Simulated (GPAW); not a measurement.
# The Mo L₃ excitation threshold of MoS2 (R3m) under uniform strain

For each volume the threshold was computed as E(hole) − E(ground) plus the lowest empty eigenvalue of the hole cell (GPAW, PBE, 9-atom cell, total energies on 4×4×3 k points, the eigenvalue on 5×5×4, hole spin-paired). The values are raw (the 2p hole is the L₂/L₃ mean, without spin–orbit splitting); only their change is used. The threshold is the spectrum's zero, where absorption may be weak, not the visible edge.

| volume | ln(V/V₀) | threshold (eV) |
| --- | --- | --- |
| V × 0.94 | -0.06188 | 2547.206 |
| V × 0.97 | -0.03046 | 2547.251 |
| V × 1 | +0.00000 | 2547.290 |
| V × 1.03 | +0.02956 | 2547.323 |
| V × 1.06 | +0.05827 | ? |

Fit a straight line in ln(V/V₀), give its slope, and predict the threshold at V × 1.06.

The means of the given rows are x̄ = -0.01570 and Ē = 2547.267 eV. Σ(x − x̄)(E − Ē) = 0.005949 and Σ(x − x̄)² = 0.004645, so the slope is +1.28 eV, and the line passes the given rows within 0.002 eV. At x = +0.05827 it gives 2547.267 + (+1.28) × (+0.07397) = 2547.362 eV. The run gives 2547.352 eV, a miss of +0.010 eV over a total move of +0.146 eV. The slope is the clamped-ion volume deformation potential of the lowest empty level of the hole cell on this mesh (the hole may pull it below the band edge) against the Mo 2p level, with the hole's relaxation included: the threshold rises by 0.013 eV for 1 % of expansion. The charged cell's image error also scales with the cell's size and isn't taken out.

[Hosts, paths, dates, database ids (printed as entryN), source tags and the programs' standing remarks are cut or masked in the printed files.]

[Lists of maxima count a maximum above −3 eV only where it reaches 4 % of the highest in the window and stands out from its surroundings by 2 % of it (1.5 % where it reaches 55 %); shoulders and weaker maxima are passed over, and of the rest the first, up to two pre-edge ones and the few strongest are named.]
